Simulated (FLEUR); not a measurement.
# Collinear magnetic orders of NiO with FLEUR, part 2 of 3

A self-consistent run ends on one state, which hangs on the start. Several orders of NiO are started in FLEUR and their energies compared.

FLEUR MaX-R8.1; PBE; all-electron FLAPW, Dirac cores, scalar-relativistic bands.

So far, largest spin moment in the muffin-tin sphere (μB): step 2 (start 1: ferro +) 1.52.

## Step 3: Run 2 (antiferro q=(0,1/2,1/2) +-)

An opposed order shows whether neighbours prefer unlike signs.

This order needs a doubled cell of 4 atoms. The mesh is halved along the doubled vector, so that both cells sample the same points. The k list default-1 (kpts.xml, not shown) is a Γ-centred 8×4×8 mesh.

inp.xml

```
<?xml version="1.0" encoding="UTF-8" standalone="no"?>
<fleurInput fleurInputVersion="0.39">
   <comment>
      NiO
   </comment>
   <calculationSetup>
      <cutoffs Kmax="4.32" Gmax="13.0" GmaxXC="13.0" numbands="0"/>
      <scfLoop itmax="90" minDistance="0.00002" maxIterBroyd="15" imix="Anderson" alpha="0.05" precondParam="0.0" spinf="2.0" sdNocoIR="T"/>
      <coreElectrons ctail="T" frcor="F" kcrel="0" coretail_lmax="0"/>
      <xcFunctional name="pbe" relativisticCorrections="F"/>
      <magnetism jspins="2"/>
      <soc l_soc="F" theta="0.0" phi="0.0" spav="F"/>
      <expertModes spex="0" secvar="F"/>
      <geometryOptimization l_f="F" forcealpha="1.0" forcemix="BFGS" epsdisp="0.00001" epsforce="0.00001"/>
      <ldaU l_linMix="F" mixParam="0.05" spinf="1.0"/>
   </calculationSetup>
   <cell>
      <bzIntegration valenceElectrons="48.0" mode="hist" fermiSmearingEnergy="0.00110248">
         <kPointListSelection listName="default-1"/>
         <xi:include xmlns:xi="http://www.w3.org/2001/XInclude" href="kpts.xml"> </xi:include>
      </bzIntegration>
      <xi:include xmlns:xi="http://www.w3.org/2001/XInclude" href="sym.xml"> </xi:include>
      <bulkLattice scale="1.0">
         <bravaisMatrix>
            <row-1>    0.0000000000000000     3.9417828250996005     3.9417828250996005</row-1>
            <row-2>    7.8835656501992011     0.0000000000000000     7.8835656501992011</row-2>
            <row-3>    7.8835656501992011     3.9417828250996005     3.9417828250996005</row-3>
         </bravaisMatrix>
      </bulkLattice>
   </cell>
   <atomSpecies>
      <species name="Nickel (Ni2.000" element="Ni" atomicNumber="28">
         <mtSphere radius="2.46" gridPoints="813" logIncrement="0.015"/>
         <atomicCutoffs lmax="10" lnonsphr="8"/>
         <electronConfig flipSpins="F">
            <coreConfig>(1s1/2) (2s1/2) (2p1/2) (2p3/2)</coreConfig>
            <valenceConfig>(3s1/2) (3p1/2) (3p3/2) (4s1/2) (3d3/2) (3d5/2)</valenceConfig>
            <stateOccupation state="(3d3/2)" spinUp="2.0" spinDown="1.2"/>
            <stateOccupation state="(3d5/2)" spinUp="3.0" spinDown="1.8"/>
         </electronConfig>
         <energyParameters s="4" p="4" d="3" f="4"/>
         <lo type="SCLO" l="0" n="3" eDeriv="0"/>
         <lo type="SCLO" l="1" n="3" eDeriv="0"/>
      </species>
      <species name="Nickel (Ni-2.000" element="Ni" atomicNumber="28">
         <mtSphere radius="2.46" gridPoints="813" logIncrement="0.015"/>
         <atomicCutoffs lmax="10" lnonsphr="8"/>
         <electronConfig flipSpins="F">
            <coreConfig>(1s1/2) (2s1/2) (2p1/2) (2p3/2)</coreConfig>
            <valenceConfig>(3s1/2) (3p1/2) (3p3/2) (4s1/2) (3d3/2) (3d5/2)</valenceConfig>
            <stateOccupation state="(3d3/2)" spinUp="1.2" spinDown="2.0"/>
            <stateOccupation state="(3d5/2)" spinUp="1.8" spinDown="3.0"/>
         </electronConfig>
         <energyParameters s="4" p="4" d="3" f="4"/>
         <lo type="SCLO" l="0" n="3" eDeriv="0"/>
         <lo type="SCLO" l="1" n="3" eDeriv="0"/>
      </species>
      <species name="Oxygen (O)" element="O" atomicNumber="8">
         <mtSphere radius="1.39" gridPoints="461" logIncrement="0.023"/>
         <atomicCutoffs lmax="6" lnonsphr="4"/>
         <electronConfig flipSpins="F">
            <coreConfig>(1s1/2)</coreConfig>
            <valenceConfig>(2s1/2) (2p1/2) (2p3/2)</valenceConfig>
            <stateOccupation state="(2p1/2)" spinUp="0.666667" spinDown="0.666667"/>
            <stateOccupation state="(2p3/2)" spinUp="1.333333" spinDown="1.333333"/>
         </electronConfig>
         <energyParameters s="2" p="2" d="3" f="4"/>
      </species>
   </atomSpecies>
   <atomGroups>
      <atomGroup species="Nickel (Ni2.000">
         <relPos label="                   1">.0000000000 .0000000000 .0000000000</relPos>
         <force calculate="T" relaxXYZ="TTT"/>
      </atomGroup>
      <atomGroup species="Nickel (Ni-2.000">
         <relPos label="                   2">.0000000000 1.000/2.000 .0000000000</relPos>
         <force calculate="T" relaxXYZ="TTT"/>
      </atomGroup>
      <atomGroup species="Oxygen (O)">
         <relPos label="                   3">1.000/2.000 .0000000000 1.000/2.000</relPos>
         <force calculate="T" relaxXYZ="TTT"/>
      </atomGroup>
      <atomGroup species="Oxygen (O)">
         <relPos label="                   4">1.000/2.000 1.000/2.000 1.000/2.000</relPos>
         <force calculate="T" relaxXYZ="TTT"/>
      </atomGroup>
   </atomGroups>
   <output dos="F" band="F" slice="F">
      <bandDOS minEnergy="-.5*Htr" maxEnergy="0.5*Htr" sigma="0.015" storeEVData="T"/>
      <plotting iplot="0" polar="F">
         <plot TwoD="T" vec1="  1.0  0.0  0.0" vec2="  0.0  1.0  0.0" vec3="  0.0  0.0  1.0" zero="  0.0  0.0  0.0" file="plot"/>
      </plotting>
      <moessbauerParams electricFieldGradient="F" isomerShift="F" coreHyperfine="F" valenceHyperfine="F"/>
   </output>
</fleurInput>
```

crystal.txt

```
NiO
&input film=F cartesian=F /
0.00000000000  2.08590164140  2.08590164140
4.17180328280  0.00000000000  4.17180328280
4.17180328280  2.08590164140  2.08590164140
1.8897261246
1.0 1.0 1.0

4
28 0.00000000000  0.00000000000  0.00000000000 : 2.000
28 0.00000000000  0.50000000000  0.00000000000 : -2.000
8 0.50000000000  0.00000000000  0.50000000000
8 0.50000000000  0.50000000000  0.50000000000

&kpt div1=8 div2=4 div3=8 gamma=T /
```

Started as:

```console
$ OMP_NUM_THREADS=1 inpgen -f crystal.txt > inpgen.log  # inp.xml is then edited as shown
$ OMP_NUM_THREADS=1 mpirun -n 4 fleur_MPI > fleur.log
```

What it wrote:

```text
[banner, memory and clock lines left out]
Welcome to FLEUR        (www.flapw.de)
      MaX-Release 8.1          (www.max-centre.eu)

 ========== k-point set info ==========
 Selected k-point list: default-1
 k-point list type: mesh
 0 x 0 x 0
 Number of k points: 80

 ------------Calculation Setup---------------------------
 Number of PE/node        :            4
 Number of OMP-threads    :            1
 k-points in parallel     :            4
 pe's per k-point         :            1
 No of k-point loops      :           20
 Eigenvalue solver        :       lapack
 Number of basis functions:          376
 Approximate size of matrices (H+S) per k-point:         0.002 GB
 Iteration:     1   Distance:      33.25258725 me/bohr^3
 Iteration:     2   Distance:      31.44971721 me/bohr^3
 Iteration:     3   Distance:      26.87142642 me/bohr^3
 Iteration:     4   Distance:      19.31500551 me/bohr^3
 Iteration:     5   Distance:      11.20002082 me/bohr^3
 Iteration:     6   Distance:       8.95301400 me/bohr^3
 Iteration:     7   Distance:       2.61090328 me/bohr^3
 Iteration:     8   Distance:       2.45738821 me/bohr^3
 Iteration:     9   Distance:       2.43464424 me/bohr^3
 Iteration:    10   Distance:       1.94172183 me/bohr^3
[... 12 iterations left out ...]
 Iteration:    23   Distance:       0.02463340 me/bohr^3
 Iteration:    24   Distance:       0.02158000 me/bohr^3
 Iteration:    25   Distance:       0.01438929 me/bohr^3
 Iteration:    26   Distance:       0.00185442 me/bohr^3
 Iteration:    27   Distance:       0.00101731 me/bohr^3
 Iteration:    28   Distance:       0.00103977 me/bohr^3
 Iteration:    29   Distance:       0.00003626 me/bohr^3
 Iteration:    30   Distance:       0.00003437 me/bohr^3
 Iteration:    31   Distance:       0.00002638 me/bohr^3
 Iteration:    32   Distance:       0.00001155 me/bohr^3

 ********************************************************************
 Run finished successfully
 Stop message:
   all done
 ********************************************************************

--- out.xml (last complete iteration) ---
<iteration numberForCurrentRun="   32" overallNumber="   32">
         [... left out ...]
         <bandgap value="0.0633520361" units="eV"/>
         <sumValenceSingleParticleEnergies value="-33.9017154365" units="Htr"/>
         <FermiEnergy value="0.3280269421" units="Htr"/>
         <valenceDensity>
            <mtCharges spin="1">
               <mtCharge atomType="1" total="9.4346439" s="1.1973215" p="3.2495782" d="4.9070117" f="0.0563888"/>
               <mtCharge atomType="2" total="7.9487621" s="1.1791008" p="3.2267530" d="3.4645046" f="0.0552338"/>
               <mtCharge atomType="3" total="2.1753191" s="0.6866996" p="1.4845980" d="0.0035031" f="0.0004371"/>
               <mtCharge atomType="4" total="2.2550788" s="0.6960852" p="1.5545368" d="0.0038961" f="0.0004716"/>
            </mtCharges>
            <mtCharges spin="2">
               <mtCharge atomType="1" total="7.9487621" s="1.1791008" p="3.2267530" d="3.4645046" f="0.0552338"/>
               <mtCharge atomType="2" total="9.4346439" s="1.1973215" p="3.2495782" d="4.9070117" f="0.0563888"/>
               <mtCharge atomType="3" total="2.2550788" s="0.6960852" p="1.5545368" d="0.0038961" f="0.0004716"/>
               <mtCharge atomType="4" total="2.1753191" s="0.6866996" p="1.4845980" d="0.0035031" f="0.0004371"/>
            </mtCharges>
            <spinDependentCharge spin="1" total="24.0000000" interstitial="2.1861961" mtSpheres="21.8138039"/>
            <spinDependentCharge spin="2" total="24.0000000" interstitial="2.1861961" mtSpheres="21.8138039"/>
            <totalCharge value="48.0000000000"/>
         </valenceDensity>
         [... left out ...]
         <magneticMomentsInMTSpheres units="muBohr">
            <globalMagMoment atomType="1" vec="0.00000   0.00000   1.48588"/>
            <localMagMoment atomType="1" vec="0.00000   0.00000   1.48588"/>
            <globalMagMoment atomType="2" vec="0.00000   0.00000  -1.48588"/>
            <localMagMoment atomType="2" vec="0.00000   0.00000  -1.48588"/>
            <globalMagMoment atomType="3" vec="0.00000   0.00000  -0.07976"/>
            <localMagMoment atomType="3" vec="0.00000   0.00000  -0.07976"/>
            <globalMagMoment atomType="4" vec="0.00000   0.00000   0.07976"/>
            <localMagMoment atomType="4" vec="0.00000   0.00000   0.07976"/>
         </magneticMomentsInMTSpheres>
         [... left out ...]
         <totalEnergy value="    -3192.0800765318" units="Htr">
            <sumOfEigenvalues value="    -1818.6025151105">
               <coreElectrons value="-1784.7007996740"/>
               <valenceElectrons value="-33.9017154365"/>
            </sumOfEigenvalues>
            <densityCoulombPotentialIntegral value="-4871.5264778880"/>
            <densityEffectivePotentialIntegral value="-5058.7683798982"/>
            <chargeDenXCDenIntegral value="-144.3050450892"/>
            <FockExchangeEnergyValence value="0.0000000000"/>
            <FockExchangeEnergyCore value="0.0000000000"/>
         [... left out ...]
            <tkbTimesEntropy value="0.0002583072"/>
            <freeEnergy value="-3192.0803348390"/>
            <extrapolationTo0K value="-3192.0802056854"/>
         </totalEnergy>
         <densityConvergence units="me/bohr^3">
            <chargeDensity spin="1" distance="0.0000078499"/>
            <chargeDensity spin="2" distance="0.0000077929"/>
            <overallChargeDensity distance="0.0000105490"/>
            <spinDensity distance="0.0000115508"/>
         </densityConvergence>
      </iteration>
```

The job ended after 97 s (4 MPI ranks of Intel Xeon Platinum 8375C at 2.90GHz (Ice Lake), shared host; peak memory 0.44 GiB; 6.4 min of CPU time).

Spin moment in the muffin-tin sphere by atom:

```csv
atom,spin moment in the muffin-tin sphere (μB)
Ni1,1.49
Ni2,-1.49
O3,-0.08
O4,0.08
```

Read from the output:

* free energy: -86860.9309 eV
* program's band gap on this mesh (in a metal only a level spacing): 0.06335 eV
* magnetization: 0 μB
* final state: antiferromagnetic

It lies 38.5 meV a seeded atom over the first start, and its largest moment is 1.49 μB against 1.52 μB.

## Step 4: Start 3: antiferro q=(0,0,1/2) +-

Another pattern of signs weighs the neighbour shells otherwise.

The cell is doubled to 4 atoms to hold this order. The mesh is halved along the doubled vector, so that both cells sample the same points. The k list default-1 (kpts.xml, not shown) is a Γ-centred 8×8×4 mesh.

inp.xml, as its differences from that of step 3:

```diff
@@ -25,4 +25,4 @@
             <row-1>    0.0000000000000000     3.9417828250996005     3.9417828250996005</row-1>
-            <row-2>    7.8835656501992011     0.0000000000000000     7.8835656501992011</row-2>
-            <row-3>    7.8835656501992011     3.9417828250996005     3.9417828250996005</row-3>
+            <row-2>    3.9417828250996005     0.0000000000000000     3.9417828250996005</row-2>
+            <row-3>    7.8835656501992011     7.8835656501992011     0.0000000000000000</row-3>
          </bravaisMatrix>
@@ -75,3 +75,3 @@
       <atomGroup species="Nickel (Ni-2.000">
-         <relPos label="                   2">.0000000000 1.000/2.000 .0000000000</relPos>
+         <relPos label="                   2">.0000000000 .0000000000 1.000/2.000</relPos>
          <force calculate="T" relaxXYZ="TTT"/>
@@ -79,7 +79,4 @@
       <atomGroup species="Oxygen (O)">
-         <relPos label="                   3">1.000/2.000 .0000000000 1.000/2.000</relPos>
-         <force calculate="T" relaxXYZ="TTT"/>
-      </atomGroup>
-      <atomGroup species="Oxygen (O)">
-         <relPos label="                   4">1.000/2.000 1.000/2.000 1.000/2.000</relPos>
+         <relPos label="                   3">1.000/2.000 1.000/2.000 1.000/4.000</relPos>
+         <relPos label="                   4">1.000/2.000 1.000/2.000 -1.000/4.000</relPos>
          <force calculate="T" relaxXYZ="TTT"/>
```

crystal.txt

```
NiO
&input film=F cartesian=F /
0.00000000000  2.08590164140  2.08590164140
2.08590164140  0.00000000000  2.08590164140
4.17180328280  4.17180328280  0.00000000000
1.8897261246
1.0 1.0 1.0

4
28 0.00000000000  0.00000000000  0.00000000000 : 2.000
28 0.00000000000  0.00000000000  0.50000000000 : -2.000
8 0.50000000000  0.50000000000  0.25000000000
8 0.50000000000  0.50000000000  0.75000000000

&kpt div1=8 div2=8 div3=4 gamma=T /
```

What it wrote:

```text
[banner, memory and clock lines left out]
Welcome to FLEUR        (www.flapw.de)
      MaX-Release 8.1          (www.max-centre.eu)

 ========== k-point set info ==========
 Selected k-point list: default-1
 k-point list type: mesh
 0 x 0 x 0
 Number of k points: 80

 [... set-up left out ...]
 Iteration:     1   Distance:      37.22626559 me/bohr^3
 Iteration:     2   Distance:      34.24951386 me/bohr^3
 Iteration:     3   Distance:      19.48016080 me/bohr^3
 Iteration:     4   Distance:      18.51341084 me/bohr^3
 Iteration:     5   Distance:      13.45827338 me/bohr^3
[...]
<sumOfEigenvalues value="    -1818.4830939528">
               <coreElectrons value="-1784.6479672896"/>
               <valenceElectrons value="-33.8351266632"/>
            </sumOfEigenvalues>
         [... left out ...]
            <freeEnergy value="-3192.1030518031"/>
            <extrapolationTo0K value="-3192.1030518031"/>
         </totalEnergy>
         <densityConvergence units="me/bohr^3">
            <chargeDensity spin="1" distance="0.0000112196"/>
            <chargeDensity spin="2" distance="0.0000108687"/>
            <overallChargeDensity distance="0.0000143295"/>
            <spinDensity distance="0.0000168131"/>
         </densityConvergence>
      </iteration>
```

It took 55 s on 4 MPI ranks; peak memory 0.41 GiB; 3.7 min of CPU time.

Spin moment in the muffin-tin sphere by atom:

```csv
atom,spin moment in the muffin-tin sphere (μB)
Ni1,1.36
Ni2,-1.36
O3,0.00
O4,0.00
```

This step gave:

| Property | Result |
| --- | --- |
| free energy | -86861.5491 eV |
| program's band gap on this mesh (in a metal only a level spacing) | 0.9617 eV |
| magnetization | 0 μB |
| final state | antiferromagnetic |

It lies 271 meV a seeded atom under the first start, and its largest moment is 1.36 μB against 1.52 μB.

(Continued in part 3 of 3.)

[Logs and program files are shortened in this print: banners, set-up blocks, solver, clock and traceback lines can be left out without a mark of their own.]

[Logs are printed without paths, hosts, clocks, repeated set-up lines and the standing remarks that a program may print on its own settings, such as how far it seeks lower states.]

[Hosts, paths, dates, database ids (printed as entryN), source tags and the programs' standing remarks are cut or masked in the printed files.]

[Where a cell is said to come from a database of computed structures, the database is the Materials Project.]
